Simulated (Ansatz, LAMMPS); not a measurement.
# Squeezing and shearing 32Ga2O3-68Na2O (mol %) with crystalline order left by the classical run (91 atoms), part 2 of 3

How stiff is 32Ga2O3-68Na2O (mol %) with crystalline order left by the classical run (91 atoms), and how do its levels respond to strain?

Ansatz 0.2.0; Kohn-Sham DFT, revPBE, PAW (set soft_2), plane waves.

The cell: 16 Ga, 34 Na and 41 O. The quench rate of 50 K/ps far exceeds what a furnace or splat quench reaches. The network of bonds at the start is that of the classical potential that made the cell. Sampling is at Γ alone.

So far. Step 2 (Single point at the start): The r.m.s. force at the start is 0.38 eV/Å. Step 3 (Cell and atoms relaxed): The relaxation was stopped at its limit after 80 steps, with a largest force component of 0.034 eV/Å.

**5. Volume -3 %**

The relaxed cell is scaled evenly and the atoms are relaxed again; the stress at the end gives one point of P(V).

Contents of input.yaml:

```yaml
crystal:
  lattice:
    - [9.4007, -1.07869, -0.13686]
    - [-1.07869, 12.62298, -0.89824]
    - [-0.13686, -0.89824, 11.70551]
  atoms:
    [... the 91 atom lines of step 4 ...]
kpoints:
  mp_grid: { grid: [1, 1, 1] }
hamiltonian:
  xc: revpbe
scf:
  occupations: { method: gaussian, width: 0.05 }
output:
  forces: true
  eigenvalues: true
  stress: true
relax:
  f_tol: 0.05
  max_steps: 70
```

The run is started by

```sh
ansatz run input.yaml --threads 4 --pin off --max-ram 8192MiB --backend cpu --events-out ev --progress --plain --runs-dir out
```

Numbers of over 12 decimals in the logs are rounded to 6 here.

Output:

```text
Warning: output.stress: scf.convergence.dr2_threshold = 1e-7 eV (the SCF's general default) is looser than the 9.1e-9 eV advised for a printed stress (1e-10 eV for each atom of the cell: 91). What an SCF threshold leaves in a stress goes as its square root, and in the free energy as the threshold itself, and one threshold admits the most on a small cell: [...]
[...]
Crystal: 91 atoms, lattice volume = 1367.326 Å³
Basis set: ecut = 420 eV, 26719 PW (Γ), exchange–correlation on 128×180×160 points (8 copies of the dense FFT grid, shifted against one another)
Bands: 471, of which v1, the nominal top of the filled ones, is band 380 counted from 1 (379 counted from 0)
Symmetry: 1 space group operations
[...]
k-points: 1
[...]
SCF iter   1: F=—  HF=-134552.396880 eV  |F-HF|=—  |Δ(HF+E_count)|=         —  Δρ=5.40e-3  dr2=5.60e-1  ethr=1.77e-3  ⟨swp⟩=5.0  Hψ=1695  notcnv=0  defer=72
[...]
SCF iter   7: F=—  HF=-134552.263455 eV  |F-HF|=—  |Δ(HF+E_count)|=   2.40e-4  Δρ=5.21e-5  dr2=4.47e-5  ethr=2.93e-8  ⟨swp⟩=2.0  Hψ=751  notcnv=0  defer=86
SCF iter   8: F=-134552.263531 eV  HF=-134552.263514 eV  |F-HF|=1.65e-5  |Δ(HF+E_count)|=   5.94e-5  Δρ=2.18e-5  dr2=7.38e-6  ethr=5.88e-9  ⟨swp⟩=10.0  Hψ=2149  notcnv=0
SCF 1 converged in 8 iterations: F = -134552.263531 eV  dr2 = 7.38e-6
[...]
relax step   1: F+E_penalty+E_count = -134552.26353098 eV  Δ(F+E_penalty+E_count) = +0.000e0 eV  max|allowed force component| = 3.064e-1 eV/Å  Δτ_max = 0.0000 Å  (8 SCF iters, dr2 threshold 6.25e-5 eV, accepted)
[...]
relax step   2: F+E_penalty+E_count = -134552.36995006 eV  Δ(F+E_penalty+E_count) = -1.064e-1 eV  max|allowed force component| = 2.196e-1 eV/Å  Δτ_max = 0.0431 Å  (7 SCF iters, dr2 threshold 5.87e-6 eV, accepted)
[...]
relax step   3: F+E_penalty+E_count = -134552.42016765 eV  Δ(F+E_penalty+E_count) = -5.022e-2 eV  max|allowed force component| = 5.741e-2 eV/Å  Δτ_max = 0.0602 Å  (8 SCF iters, dr2 threshold 3.01e-6 eV, accepted)
relax step   4: F+E_penalty+E_count = -134552.44043128 eV  Δ(F+E_penalty+E_count) = -2.026e-2 eV  max|allowed force component| = 6.741e-2 eV/Å  Δτ_max = 0.1000 Å  (10 SCF iters, accepted)
[...]
relax step   5: F+E_penalty+E_count = -134552.44383157 eV  Δ(F+E_penalty+E_count) = -3.400e-3 eV  max|allowed force component| = 1.150e-2 eV/Å  Δτ_max = 0.0275 Å  (9 SCF iters, accepted)
SCF converged after 9 iterations
Free energy (F): -134552.443832 eV
[...]
Internal energy: -134552.443832 eV  (E = F + TS)
E sigma→0 (E₀):  -134552.443832 eV
Fermi energy:    5.114794 eV
[...]
Σ components = -134552.443832   (vs F -134552.443832, Δ=0.00e0)
--- Forces (eV/Å), atoms counted from 1 ---
  atom   1  Ga    -0.00621054    -0.00334700     0.00313399
  atom   2  Ga    -0.00255120    -0.00199209    -0.00351061
  atom   3  Ga     0.00113796     0.00220437     0.00497406
  atom   4  Ga    -0.00041801    -0.00357657     0.00558653
[...]
atom  91  O      0.00171610     0.00247751    -0.00375344
  max |Σ_I F_I| component: 4.25e-5 eV/Å
--- Stress (GPa, compression-positive) ---
        0.913886      -0.124179       0.100161
       -0.124179       1.054304       0.003169
        0.100161       0.003169       0.964791
  P = ⅓ Tr σ = 0.9777 GPa (9.777 kbar)
--- Band table (eV) ---
[...]
--- Relaxed structure (5 steps of the walk, 5 accepted, 0 SCFs on fresh bases) ---
  F+E_penalty+E_count = -134552.44383157 eV   max|allowed force component| = 1.150e-2 eV/Å
  atoms:
    - { symbol: Ga, position: [0.724530, 0.325196, 0.177824] }
    - { symbol: Ga, position: [0.847729, 0.755110, 0.740311] }
    - { symbol: Ga, position: [0.834821, 0.046191, 0.369409] }
    - { symbol: Ga, position: [0.640302, 0.693832, 0.959005] }
[...]
- { symbol: O, position: [0.047830, 0.055321, 0.062129] }
```

Run time: 76 s. Hardware: 4 threads of Intel Xeon Platinum 8488C (Sapphire Rapids), shared host; peak memory 2 GiB.

The program notes that the SCF threshold is loose for the stress.

The relaxation converged after 5 steps, 0.180 eV below its start, with a largest force component of 0.012 eV/Å.

Volume -3 %: the energy stands 0.121 eV above that of the reference, at a pressure of 0.978 GPa.

**6. Volume +3 %**

The relaxed cell is scaled to another volume.

input.yaml, the sections that differ from step 5:

```yaml
crystal:
  lattice:
    - [9.59066, -1.10049, -0.13963]
    - [-1.10049, 12.87805, -0.91639]
    - [-0.13963, -0.91639, 11.94205]
  atoms:
    [... the 91 atom lines of step 4 ...]
# kpoints, hamiltonian, scf, output, relax: as in step 5
```

Output:

```text
[...]
Crystal: 91 atoms, lattice volume = 1451.901 Å³
Basis set: ecut = 420 eV, 28351 PW (Γ), exchange–correlation on 144×180×162 points (8 copies of the dense FFT grid, shifted against one another)
Bands: 471, of which v1, the nominal top of the filled ones, is band 380 counted from 1 (379 counted from 0)
Symmetry: 1 space group operations
[...]
k-points: 1
[...]
SCF iter   1: F=—  HF=-134552.435855 eV  |F-HF|=—  |Δ(HF+E_count)|=         —  Δρ=5.39e-3  dr2=6.09e-1  ethr=1.77e-3  ⟨swp⟩=5.0  Hψ=1689  notcnv=0  defer=76
[...]
SCF iter   7: F=—  HF=-134552.295285 eV  |F-HF|=—  |Δ(HF+E_count)|=   2.63e-4  Δρ=5.70e-5  dr2=5.68e-5  ethr=3.45e-8  ⟨swp⟩=2.0  Hψ=594  notcnv=0  defer=86
SCF iter   8: F=-134552.295374 eV  HF=-134552.295355 eV  |F-HF|=1.89e-5  |Δ(HF+E_count)|=   7.02e-5  Δρ=2.40e-5  dr2=9.27e-6  ethr=7.48e-9  ⟨swp⟩=10.0  Hψ=2144  notcnv=0
SCF 1 converged in 8 iterations: F = -134552.295374 eV  dr2 = 9.27e-6
[...]
relax step   1: F+E_penalty+E_count = -134552.29537424 eV  Δ(F+E_penalty+E_count) = +0.000e0 eV  max|allowed force component| = 2.795e-1 eV/Å  Δτ_max = 0.0000 Å  (8 SCF iters, dr2 threshold 6.25e-5 eV, accepted)
[...]
relax step   2: F+E_penalty+E_count = -134552.39497484 eV  Δ(F+E_penalty+E_count) = -9.960e-2 eV  max|allowed force component| = 2.025e-1 eV/Å  Δτ_max = 0.0514 Å  (7 SCF iters, dr2 threshold 4.88e-6 eV, accepted)
[...]
relax step   3: F+E_penalty+E_count = -134552.44479188 eV  Δ(F+E_penalty+E_count) = -4.982e-2 eV  max|allowed force component| = 4.873e-2 eV/Å  Δτ_max = 0.0701 Å  (8 SCF iters, dr2 threshold 2.56e-6 eV, accepted)
relax step   4: F+E_penalty+E_count = -134552.44479373 eV  Δ(F+E_penalty+E_count) = -1.850e-6 eV  max|allowed force component| = 4.873e-2 eV/Å  Δτ_max = 0.0000 Å  (5 SCF iters, accepted)
relax step   5: F+E_penalty+E_count = -134552.45546312 eV  Δ(F+E_penalty+E_count) = -1.067e-2 eV  max|allowed force component| = 5.041e-2 eV/Å  Δτ_max = 0.0494 Å  (10 SCF iters, accepted)
relax step   6: F+E_penalty+E_count = -134552.46767377 eV  Δ(F+E_penalty+E_count) = -1.221e-2 eV  max|allowed force component| = 2.673e-2 eV/Å  Δτ_max = 0.0855 Å  (8 SCF iters, dr2 threshold 2.54e-6 eV, accepted)
[...]
relax step   7: F+E_penalty+E_count = -134552.46767462 eV  Δ(F+E_penalty+E_count) = -8.440e-7 eV  max|allowed force component| = 2.673e-2 eV/Å  Δτ_max = 0.0000 Å  (5 SCF iters, accepted)
SCF converged after 5 iterations
Free energy (F): -134552.467675 eV
[...]
Internal energy: -134552.467675 eV  (E = F + TS)
E sigma→0 (E₀):  -134552.467675 eV
Fermi energy:    4.546309 eV
[...]
Σ components = -134552.467675   (vs F -134552.467675, Δ=0.00e0)
--- Forces (eV/Å), atoms counted from 1 ---
  atom   1  Ga     0.00496443     0.01243504     0.02167402
  atom   2  Ga     0.00312401    -0.00436840    -0.00092845
  atom   3  Ga    -0.00027691     0.00443078    -0.00703339
  atom   4  Ga     0.01156734    -0.01094367     0.00472552
[...]
atom  91  O     -0.00556966    -0.00380769    -0.00356124
  max |Σ_I F_I| component: 6.07e-5 eV/Å
--- Stress (GPa, compression-positive) ---
       -0.810822       0.134935      -0.077578
        0.134935      -0.733005      -0.094241
       -0.077579      -0.094241      -0.806192
  P = ⅓ Tr σ = -0.7833 GPa (-7.833 kbar)
--- Band table (eV) ---
[...]
--- Relaxed structure (7 steps of the walk, 7 accepted, 0 SCFs on fresh bases) ---
  F+E_penalty+E_count = -134552.46767462 eV   max|allowed force component| = 2.673e-2 eV/Å
  atoms:
    - { symbol: Ga, position: [0.712731, 0.323652, 0.177414] }
    - { symbol: Ga, position: [0.846769, 0.748405, 0.732976] }
    - { symbol: Ga, position: [0.835304, 0.049540, 0.372224] }
    - { symbol: Ga, position: [0.643517, 0.692616, 0.951015] }
[...]
- { symbol: O, position: [0.039115, 0.047842, 0.064754] }
```

Run time: 1.7 min. Hardware: 4 threads; peak memory 2.2 GiB.

The relaxation converged after 7 steps, 0.172 eV below its start, with a largest force component of 0.027 eV/Å.

Volume +3 %: the energy stands 0.0970 eV above that of the reference, at a pressure of -0.783 GPa.

**7. Volume -6 %**

The relaxed cell is scaled to another volume.

Input and log are left out; they have the form of those shown for this kind of step.

Wall time 2.3 min (4 threads of Intel Xeon Platinum 8488C (Sapphire Rapids), shared host); peak memory 2 GiB.

The relaxation converged after 9 steps, 0.845 eV below its start, with a largest force component of 0.033 eV/Å.

Volume -6 %: the energy stands 0.432 eV above that of the reference, at a pressure of 1.63 GPa.

**8. Volume +6 %**

The relaxed cell is scaled to another volume.

Input and log are left out; they have the form of those shown for this kind of step.

The job ended after 3.5 min (4 threads of Intel Xeon Platinum 8488C (Sapphire Rapids), shared host; peak memory 2.2 GiB).

The relaxation converged after 12 steps, 0.716 eV below its start, with a largest force component of 0.039 eV/Å.

Volume +6 %: the energy stands 0.304 eV above that of the reference, at a pressure of -1.26 GPa.

**9. Volume -10 %**

The relaxed cell is scaled to another volume.

Input and log are left out; they have the form of those shown for this kind of step.

The job ended after 2.1 min (4 threads of Intel Xeon Platinum 8488C (Sapphire Rapids), shared host; peak memory 2 GiB).

The relaxation converged after 9 steps, 2.53 eV below its start, with a largest force component of 0.043 eV/Å.

Volume -10 %: the energy stands 1.32 eV above that of the reference, at a pressure of 3.45 GPa.

**10. Stretched by 1 % along x**

The relaxed cell is strained along x alone, which gives the stiffness along x and its coupling to y and z.

input.yaml, the sections that differ from step 6:

```yaml
crystal:
  lattice:
    - [9.5916, -1.0897, -0.13826]
    - [-1.1006, 12.75179, -0.90741]
    - [-0.13964, -0.90741, 11.82496]
  atoms:
    [... the 91 atom lines of step 4 ...]
# kpoints, hamiltonian, scf, output, relax: as in step 6
```

Output:

```text
[...]
Crystal: 91 atoms, lattice volume = 1423.710 Å³
Basis set: ecut = 420 eV, 27807 PW (Γ), exchange–correlation on 144×180×160 points (8 copies of the dense FFT grid, shifted against one another)
Bands: 471, of which v1, the nominal top of the filled ones, is band 380 counted from 1 (379 counted from 0)
Symmetry: 1 space group operations
[...]
k-points: 1
[...]
SCF iter   1: F=—  HF=-134552.638817 eV  |F-HF|=—  |Δ(HF+E_count)|=         —  Δρ=5.37e-3  dr2=5.88e-1  ethr=1.77e-3  ⟨swp⟩=5.0  Hψ=1696  notcnv=0  defer=69
[...]
SCF iter   8: F=-134552.501613 eV  HF=-134552.501595 eV  |F-HF|=1.79e-5  |Δ(HF+E_count)|=   6.62e-5  Δρ=2.32e-5  dr2=8.56e-6  ethr=6.92e-9  ⟨swp⟩=10.0  Hψ=2007  notcnv=0
SCF 1 converged in 8 iterations: F = -134552.501613 eV  dr2 = 8.56e-6
[...]
relax step   1: F+E_penalty+E_count = -134552.50161322 eV  Δ(F+E_penalty+E_count) = +0.000e0 eV  max|allowed force component| = 2.420e-1 eV/Å  Δτ_max = 0.0000 Å  (8 SCF iters, dr2 threshold 6.25e-5 eV, accepted)
[...]
relax step   2: F+E_penalty+E_count = -134552.52693411 eV  Δ(F+E_penalty+E_count) = -2.532e-2 eV  max|allowed force component| = 1.154e-1 eV/Å  Δτ_max = 0.0273 Å  (7 SCF iters, dr2 threshold 3.66e-6 eV, accepted)
[...]
relax step   3: F+E_penalty+E_count = -134552.53813327 eV  Δ(F+E_penalty+E_count) = -1.120e-2 eV  max|allowed force component| = 2.901e-2 eV/Å  Δτ_max = 0.0259 Å  (9 SCF iters, accepted)
SCF converged after 9 iterations
Free energy (F): -134552.538133 eV
[...]
Internal energy: -134552.538133 eV  (E = F + TS)
E sigma→0 (E₀):  -134552.538133 eV
Fermi energy:    4.730330 eV
[...]
--- Forces (eV/Å), atoms counted from 1 ---
  atom   1  Ga     0.00005788    -0.01253578     0.00858778
  atom   2  Ga     0.00206015    -0.01719777     0.01763721
  atom   3  Ga     0.01565805    -0.01883444     0.02221643
  atom   4  Ga     0.00223523    -0.00860318     0.01369517
  atom   5  Ga     0.02873594    -0.00196019    -0.00068128
  atom   6  Ga    -0.01593007     0.00800667     0.01021652
  atom   7  Ga    -0.00373785     0.00790084     0.00815738
  atom   8  Ga     0.00488283    -0.00212973    -0.00714244
  atom   9  Ga    -0.00945388    -0.00554155    -0.00026554
  atom  10  Ga    -0.00040944    -0.00689014     0.02059887
  atom  11  Ga     0.02744113     0.01041430     0.00744912
  atom  12  Ga    -0.00516724     0.00907405     0.00079003
  atom  13  Ga    -0.01596961     0.00016425    -0.00083141
  atom  14  Ga     0.00344988    -0.02900869     0.01002936
[...]
atom  90  O     -0.00665906     0.00846179    -0.01033204
  atom  91  O      0.00761985     0.00070404    -0.00898578
  max |Σ_I F_I| component: 3.88e-5 eV/Å
--- Stress (GPa, compression-positive) ---
       -0.655794       0.068503      -0.025302
        0.068503      -0.081595      -0.038320
       -0.025302      -0.038320      -0.207179
  P = ⅓ Tr σ = -0.3149 GPa (-3.149 kbar)
--- Band table (eV) ---
[...]
--- Relaxed structure (3 steps of the walk, 3 accepted, 0 SCFs on fresh bases) ---
  F+E_penalty+E_count = -134552.53813327 eV   max|allowed force component| = 2.901e-2 eV/Å
  atoms:
    - { symbol: Ga, position: [0.716535, 0.324338, 0.177562] }
    - { symbol: Ga, position: [0.846741, 0.751230, 0.735684] }
    - { symbol: Ga, position: [0.834417, 0.047724, 0.371408] }
    - { symbol: Ga, position: [0.643300, 0.693340, 0.954634] }
[...]
- { symbol: O, position: [0.043146, 0.051926, 0.063999] }
```

Elapsed: 44 s, on 4 threads; peak memory 2.1 GiB; 2.7 min of CPU time.

The relaxation converged after 3 steps, 0.0365 eV below its start, with a largest force component of 0.029 eV/Å.

Stretched by 1 % along x: the energy stands 0.0265 eV above that of the reference, at a pressure of -0.315 GPa.

**11. Compressed by 1 % along x**

The relaxed cell is strained along x alone, which gives the stiffness along x and its coupling to y and z.

input.yaml, the sections that differ from step 10:

```yaml
crystal:
  lattice:
    - [9.40166, -1.0897, -0.13826]
    - [-1.0788, 12.75179, -0.90741]
    - [-0.13688, -0.90741, 11.82496]
  atoms:
    [... the 91 atom lines of step 4 ...]
# kpoints, hamiltonian, scf, output, relax: as in step 10
```

Output:

```text
[...]
Crystal: 91 atoms, lattice volume = 1395.516 Å³
Basis set: ecut = 420 eV, 27253 PW (Γ), exchange–correlation on 128×180×160 points (8 copies of the dense FFT grid, shifted against one another)
Bands: 471, of which v1, the nominal top of the filled ones, is band 380 counted from 1 (379 counted from 0)
Symmetry: 1 space group operations
[...]
k-points: 1
[...]
SCF iter   1: F=—  HF=-134552.638316 eV  |F-HF|=—  |Δ(HF+E_count)|=         —  Δρ=5.38e-3  dr2=5.73e-1  ethr=1.77e-3  ⟨swp⟩=5.0  Hψ=1694  notcnv=0  defer=74
[...]
SCF iter   7: F=—  HF=-134552.503088 eV  |F-HF|=—  |Δ(HF+E_count)|=   2.51e-4  Δρ=5.39e-5  dr2=4.87e-5  ethr=3.08e-8  ⟨swp⟩=2.0  Hψ=601  notcnv=0  defer=86
SCF iter   8: F=-134552.503169 eV  HF=-134552.503151 eV  |F-HF|=1.74e-5  |Δ(HF+E_count)|=   6.29e-5  Δρ=2.25e-5  dr2=7.93e-6  ethr=6.41e-9  ⟨swp⟩=10.0  Hψ=2148  notcnv=0
SCF 1 converged in 8 iterations: F = -134552.503169 eV  dr2 = 7.93e-6
[...]
relax step   1: F+E_penalty+E_count = -134552.50316858 eV  Δ(F+E_penalty+E_count) = +0.000e0 eV  max|allowed force component| = 2.523e-1 eV/Å  Δτ_max = 0.0000 Å  (8 SCF iters, dr2 threshold 6.25e-5 eV, accepted)
[...]
relax step   2: F+E_penalty+E_count = -134552.53011874 eV  Δ(F+E_penalty+E_count) = -2.695e-2 eV  max|allowed force component| = 1.287e-1 eV/Å  Δτ_max = 0.0261 Å  (7 SCF iters, dr2 threshold 3.98e-6 eV, accepted)
[...]
relax step   3: F+E_penalty+E_count = -134552.54177913 eV  Δ(F+E_penalty+E_count) = -1.166e-2 eV  max|allowed force component| = 3.728e-2 eV/Å  Δτ_max = 0.0419 Å  (9 SCF iters, accepted)
SCF converged after 9 iterations
Free energy (F): -134552.541779 eV
[...]
Internal energy: -134552.541779 eV  (E = F + TS)
E sigma→0 (E₀):  -134552.541779 eV
Fermi energy:    4.915083 eV
[...]
Σ components = -134552.541779   (vs F -134552.541779, Δ=0.00e0)
--- Forces (eV/Å), atoms counted from 1 ---
  atom   1  Ga    -0.00251154     0.00778986    -0.02053436
  atom   2  Ga    -0.00450739     0.00506722    -0.01209694
  atom   3  Ga    -0.02484057     0.03144649    -0.01656802
  atom   4  Ga    -0.02176452     0.00895576    -0.01775427
[...]
atom  91  O     -0.00500224    -0.00009132     0.00573277
  max |Σ_I F_I| component: 8.32e-5 eV/Å
--- Stress (GPa, compression-positive) ---
        0.656004      -0.072161       0.030344
       -0.072161       0.270759      -0.072405
        0.030344      -0.072405       0.201526
  P = ⅓ Tr σ = 0.3761 GPa (3.761 kbar)
--- Band table (eV) ---
[...]
--- Relaxed structure (3 steps of the walk, 3 accepted, 0 SCFs on fresh bases) ---
  F+E_penalty+E_count = -134552.54177913 eV   max|allowed force component| = 3.728e-2 eV/Å
  atoms:
    - { symbol: Ga, position: [0.719049, 0.324349, 0.178305] }
    - { symbol: Ga, position: [0.847647, 0.751725, 0.736901] }
    - { symbol: Ga, position: [0.835552, 0.047594, 0.370488] }
    - { symbol: Ga, position: [0.641978, 0.692841, 0.955433] }
[...]
- { symbol: O, position: [0.043956, 0.051537, 0.064011] }
```

Wall time 39 s (4 threads); peak memory 2.1 GiB; 2.4 min of CPU time.

The relaxation converged after 3 steps, 0.0386 eV below its start, with a largest force component of 0.037 eV/Å.

Compressed by 1 % along x: the energy stands 0.0229 eV above that of the reference, at a pressure of 0.376 GPa.

[end of part 2 of 3]

[Logs are printed without paths, hosts, clocks, repeated set-up lines and the standing remarks that a program may print on its own settings, such as how far it seeks lower states.]

[Hosts, paths, dates, database ids (printed as entryN), source tags and the programs' standing remarks are cut or masked in the printed files.]
